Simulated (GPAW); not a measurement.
# A Ti chain with an Al atom on top of one atom: relaxation, then transmission at several levels, part 3 of 3

How well does a Ti chain with an Al atom on top of one atom conduct once its atoms have relaxed, and how much do cheaper levels lose?

GPAW 26.7.0; GPAW LCAO, PAW setups; relaxation of the junction within the symmetry of its start, lead ends held (the session's first sound run).

So far, transmission at the Fermi level (one spin): step 3 (double-zeta polarised basis, PBE, GPAW) 1.25; step 4 (basis szp(dzp), PBE, GPAW) 1.39; step 5 (basis sz(dzp), PBE, GPAW) 1.51; step 6 (LDA) 0.915; step 7 (without the relaxation: geometry = "as built", PBE, GPAW) 3.36.

## (10) Basis szp(dzp), temperature 30

A smaller basis is cheaper in every inversion. Temperature enters only through the Fermi window.

This step: GPAW LCAO, PAW setups; Landauer transmission from Green's functions with principal layers (ASE), zero bias (GPAW 26.7.0).

run.py

```python
import json
import numpy as np
from ase import Atoms
from ase.transport.calculators import TransportCalculator
from gpaw import GPAW, FermiDirac
from gpaw.lcao.tools import get_lcao_hamiltonian
from scipy.linalg import eigh

# The junction with lead layers at both ends, along the third cell vector
device = Atoms(
    ['Ti', 'Ti', 'Ti', 'Ti', 'Ti', 'Ti', 'Ti', 'Ti', 'Ti', 'Al', 'Ti', 'Ti', 'Ti', 'Ti', 'Ti', 'Ti', 'Ti', 'Ti'],
    positions=[
        [4.50000, 4.50000, 1.15000],
        [4.50000, 4.50000, 3.45000],
        [4.50000, 4.50000, 5.75000],
        [4.50000, 4.50000, 8.05000],
        [4.50000, 4.50000, 10.35000],
        [4.50000, 4.50000, 12.65000],
        [4.50000, 4.50000, 14.95000],
        [5.56598, 4.50000, 17.39616],
        [4.50797, 4.50000, 19.55000],
        [7.10962, 4.50000, 19.55000],
        [5.56598, 4.50000, 21.70384],
        [4.50000, 4.50000, 24.15000],
        [4.50000, 4.50000, 26.45000],
        [4.50000, 4.50000, 28.75000],
        [4.50000, 4.50000, 31.05000],
        [4.50000, 4.50000, 33.35000],
        [4.50000, 4.50000, 35.65000],
        [4.50000, 4.50000, 37.95000]],
    cell=[[9.0, 0.0, 0.0], [0.0, 9.0, 0.0], [0.0, 0.0, 39.1]],
    pbc=True)

# One principal layer of the lead: the first 5 atoms of the device
lead = Atoms(
    ['Ti', 'Ti', 'Ti', 'Ti', 'Ti'],
    positions=[
        [4.50000, 4.50000, 1.15000],
        [4.50000, 4.50000, 3.45000],
        [4.50000, 4.50000, 5.75000],
        [4.50000, 4.50000, 8.05000],
        [4.50000, 4.50000, 10.35000]],
    cell=[[9.0, 0.0, 0.0], [0.0, 9.0, 0.0], [0.0, 0.0, 11.5]],
    pbc=True)

settings = dict(mode='lcao', basis='szp(dzp)', xc='PBE', h=0.2,
                occupations=FermiDirac(0.1), maxiter=250,
                mixer=dict(beta=0.1, nmaxold=8, weight=100.0),
                convergence=dict(density=0.0001))
energies = np.arange(-2, 2 + 1e-9, 0.025)
eta = 0.0001
n1, n2 = 1, 1
# k and -k transmit alike, so half of the mesh across the current serves
mesh = [(i, j) for i in range(n1) for j in range(n2) if (i, j) <= (-i % n1, -j % n2)]
weights = np.array([1 if (i, j) == (-i % n1, -j % n2) else 2 for i, j in mesh]) / (n1 * n2)


def ground_state(atoms, size, txt):
    atoms.calc = GPAW(kpts={'size': size, 'gamma': True}, symmetry={'tolerance': 1e-3}, txt=txt, **settings)
    atoms.get_potential_energy()
    return atoms.calc.get_fermi_level()


def blocks(atoms, fermi, points, nz, cells):
    """H - E_F S and S between cell 0 and the cells above it, at each point across the current."""
    kz = np.arange(nz) / nz
    calc = atoms.calc.fixed_density(kpts=[(*k, z) for k in points for z in kz], symmetry='off', txt=None)
    H, S = get_lcao_hamiltonian(calc)
    H = (H - fermi * S).reshape(len(H), len(points), nz, *S.shape[1:])
    S = S.reshape(H.shape[1:])
    phases = [np.exp(-2j * np.pi * kz * R) / nz for R in cells]
    return [(np.einsum('skzij,z->ksij', H, p), np.einsum('kzij,z->kij', S, p)) for p in phases]


def pair(a, b):
    return np.block([[a, b], [b.T.conj(), a]])


def count_channels(h, s, cells, nk=240):
    """Half the number of times that the lead's bands cross each energy, unfolded to its shortest repeat."""
    b = len(h) // cells
    bands = []
    for k in (np.arange(nk + 1) + 0.5) / nk:
        hk, sk = h[:b, :b].copy(), s[:b, :b].copy()
        for R in range(1, cells):
            phase, block = np.exp(2j * np.pi * k * R), slice(R * b, (R + 1) * b)
            hk += h[:b, block] * phase + (h[:b, block] * phase).T.conj()
            sk += s[:b, block] * phase + (s[:b, block] * phase).T.conj()
        w, u = eigh(sk)
        x = u[:, w > 1e-5] / w[w > 1e-5]**0.5  # drop near-dependent combinations
        bands.append(np.r_[eigh(x.T.conj() @ hk @ x, eigvals_only=True), [1e9] * (w <= 1e-5).sum()])
    below = np.array(bands)[:, :, None] < energies
    return (below[1:] != below[:-1]).sum((0, 1)) / 2


fermi_lead = ground_state(lead, (1, 1, 10), 'lead.txt')
fermi_device = ground_state(device, (1, 1, 2), 'device.txt')
T, channels, eigen, tail, misfit, shifts = [], [], [], 0.0, 0.0, []
for first in range(0, len(mesh), 342):
    points = [(i / n1, j / n2) for i, j in mesh[first:first + 342]]
    (H0k, S0k), (H1k, S1k), (H2k, _) = blocks(lead, fermi_lead, points, 5, range(3))
    [(Hk, Sk)] = blocks(device, fermi_device, points, 2, [0])
    tail = max(tail, abs(H2k).max())
    for H0, S0, H1, S1, H, S in zip(H0k, S0k, H1k, S1k, Hk, Sk):
        n = len(S0)
        # Shift the lead onto the potential of the device's first layer
        shift = ((H[:, 0, 0] - H0[:, 0, 0]) / S0[0, 0]).real.mean()
        shifts.append(shift)
        misfit = max(misfit, abs(H[:, :n, :n] - H0 - shift * S0).max())
        Tk, Ck, Ek = [], [], []
        for s in range(len(H)):
            t = s % len(H0)  # a lead without moments serves both spins
            h1, s1 = pair(H0[t] + shift * S0, H1[t] + shift * S1), pair(S0, S1)
            leads = dict(h1=h1, s1=s1, energies=energies, eta=eta, eta1=eta, eta2=eta)
            calc = TransportCalculator(h=H[s], s=S, eigenchannels=3, **leads)
            Tk.append(calc.get_transmission())
            Ek.append(np.sort(calc.eigenchannels_ne, axis=0)[::-1])
            Ck.append(count_channels(h1, s1, 10))
        T.append(Tk)
        channels.append(Ck)
        eigen.append(Ek)
T, channels = np.array(T), np.array(channels)
mean, open_channels = np.einsum('kse,k->se', T, weights), np.einsum('kse,k->se', channels, weights)

print(f'basis functions: device {len(S)}, principal layer {n}')
print(f'Fermi level: lead {fermi_lead:.4f} eV, device {fermi_device:.4f} eV; lead shifted by {np.mean(shifts):.4f} eV')
print(f'largest coupling past the next layer {tail:.2e} eV, largest misfit of the first layer {misfit:.3f} eV')
print('  E-E_F (eV)   ' + 'T (one spin)  channels')
for e, t, c in zip(energies, mean.T, open_channels.T):
    print(f'{e:10.3f}  ', *[f'{x:11.4e}' for x in t], *[f'{x:9.4f}' for x in c])

kT = 8.617333e-5 * 30
fine = np.linspace(energies[0], energies[-1], 4001)
both = np.exp(np.interp(fine, energies, np.log(np.maximum(mean.sum(0) * 2 / len(mean), 1e-30))))
fermi = lambda mu: 1 / (1 + np.exp(np.clip((fine - mu) / kT, -200, 200)))
slope = fermi(0) * (1 - fermi(0)) / kT
G = np.trapezoid(both * slope, fine) / 2
seebeck = -np.trapezoid(both * slope * fine, fine) / (2 * G * 30) * 1e6
print(f'conductance at 30 K: {G:.5g} G0 a cell; thermopower {seebeck:.4g} uV/K')
bias = [0.1, 0.2, 0.5, 1.0, 1.5, 2.0]
current = [38.74 * np.trapezoid(both * (fermi(V / 2) - fermi(-V / 2)), fine) for V in bias]
for V, I in zip(bias, current):
    print(f'current from the zero-bias T(E) at {V} V: {I:.5g} uA')
zero = abs(energies).argmin()
json.dump(dict(energies=energies.tolist(), T=mean.tolist(), channels=open_channels.tolist(), G=G, seebeck=seebeck,
               bias=bias, current=current, tail=tail, misfit=misfit, shift=np.mean(shifts), n_device=len(S), n_lead=n,
               fermi=[fermi_lead, fermi_device], energy=device.get_potential_energy(),
               moments=device.get_magnetic_moments().tolist(), mesh=mesh, weights=weights.tolist(),
               T_k=T[:, :, zero].tolist(), eigen=np.array(eigen[0]).tolist()), open('result.json', 'w'))
```

On the command line:

```sh
> OMP_NUM_THREADS=1 OPENBLAS_NUM_THREADS=1 python run.py
```

Elapsed: 2.2 min, on 1 thread of Arm Neoverse V2, shared host; peak memory 1.4 GiB.

Numbers from this step:

* conductance: 1.385 G₀
* thermopower: 2.246 μV/K
* largest coupling past the next principal layer: 2.02e-7 eV
* largest misfit of the first principal layer: 0.03618 eV
* shift that aligns the lead: 0.005214 eV
* basis functions of the junction: 281
* basis functions of a principal layer: 80
* transmission at the Fermi level (one spin): 1.393

One spin. Table of transmission, zone mean by energy, zero at the Fermi level:

energy (eV), transmission, zone mean and a bar:
```
   -2.000       0.34 ####
   -1.900       0.32 ###
   -1.800       0.25 ###
   -1.700       0.17 ##
   -1.600       0.08 #
   -1.500       0.02 
   -1.400       0.00 
   -1.300       0.06 #
   -1.200       0.21 ##
   -1.100       0.43 #####
   -1.000       0.58 ######
   -0.900       0.74 ########
   -0.800       0.95 ##########
   -0.700       2.03 ######################
   -0.675       2.05 ######################
   -0.600       1.72 ###################
   -0.500       1.94 #####################
   -0.475       1.97 #####################
   -0.400       1.78 ###################
   -0.325       2.02 ######################
   -0.300       1.31 ##############
   -0.200       1.17 #############
   -0.100       1.33 ###############
    0.000       1.39 ###############
    0.100       1.36 ###############
    0.200       1.84 ####################
    0.300       2.06 ######################
    0.400       2.27 #########################
    0.500       2.65 #############################
    0.525       2.75 ##############################
    0.600       2.57 ############################
    0.650       2.53 ############################
    0.700       2.23 ########################
    0.800       2.22 ########################
    0.900       2.09 #######################
    1.000       1.08 ############
    1.100       0.62 #######
    1.200       0.49 #####
    1.300       0.74 ########
    1.400       0.33 ####
    1.500       0.54 ######
    1.600       0.75 ########
    1.700       1.04 ###########
    1.800       0.40 ####
    1.900       0.74 ########
    2.000       0.34 ####
```

Not self-consistent under bias; the bias window is split evenly. Current through one cell, from the zero-bias transmission against bias:

```
bias (V)  current through one cell, from the zero-bias transmission (μA)
   0.100                                                            10.3
   0.200                                                            19.9
   0.500                                                            53.9
   1.000                                                             130
   1.500                                                             211
   2.000                                                             265
```

The transmission of the three most open eigenchannels by energy, zero at the Fermi level:

```
energy (eV)  channel 1  channel 2  channel 3
     -2.000      0.343     5.4e-7          0
     -1.800      0.252     5.6e-7          0
     -1.600     0.0830     5.7e-7          0
     -1.400     2.3e-4     1.1e-5          0
     -1.200      0.200    0.00750     9.0e-5
     -1.000      0.534     0.0314    0.00795
     -0.800      0.796     0.0759     0.0677
     -0.600      0.934      0.435      0.314
     -0.400      0.978      0.567      0.176
     -0.200      0.946      0.178     0.0311
      0.000      0.838      0.273      0.171
      0.200      0.701      0.502      0.308
      0.400      0.694      0.594      0.458
      0.600      0.974      0.755      0.713
      0.800      0.993      0.635      0.582
      1.000      0.480      0.372      0.199
      1.200      0.278     0.1000     0.0965
      1.400      0.216     0.0888     0.0192
      1.600      0.589      0.156     1.0e-6
      1.800      0.233      0.168     1.8e-6
      2.000      0.315     0.0279     2.6e-6
```

With these changes, and at 30 K in place of 300 K, the conductance is 1.38 G₀ against 1.23 in the dzp run; T at the Fermi level, which temperature doesn't enter, is 1.39 against 1.25.

## (11) What came out

```json
{"conductance": "1.23 G₀", "transmission at the Fermi level, mean of the spins": "1.25"}
```

In words: In the dzp basis the junction conducts 1.23 G₀ at 300 K, with T = 1.25 a spin at the Fermi level; the szp basis reaches that conductance within 10 %. Relaxation moved atoms by up to 1.1 Å and took the conductance from 3.37 to 1.23 G₀, as a ratio a larger change than the step from dzp to the minimal basis. At the Fermi level the three most open eigenchannels pass 0.75, 0.20 and 0.15. Measured against the first run (dzp), the nearest curve is that of dzp-LDA (r.m.s. 0.16) and the farthest that of asbuilt (1.5). Over the compared runs wall time goes from 98 s (sz) to 279 s (asbuilt), on a shared host. The leads kept an estimated spacing and the cell its length, so the junction may be under some tension or compression. The geometry comes from the orbital basis, which tends to overbind, and kept the symmetry of the start, so a structure of lower symmetry may lie lower. The run had no spin polarisation, so a magnetic state, which chains and small molecules with open shells often have, wasn't tested. An evenly spaced straight chain is an idealisation: free chains tend to dimerise, zigzag or, where a band edge lies near the Fermi level, turn magnetic. The currents use the zero-bias T(E) throughout, which holds only while the bias is small against the distance to the nearest feature. The thermopower isn't quoted: it samples T(E) farther from the Fermi level than the conductance does, and the energy grid wasn't tested for it.

[Logs are printed without paths, hosts, clocks, repeated set-up lines and the standing remarks that a program may print on its own settings, such as how far it seeks lower states.]

[Hosts, paths, dates, database ids (printed as entryN), source tags and the programs' standing remarks are cut or masked in the printed files.]
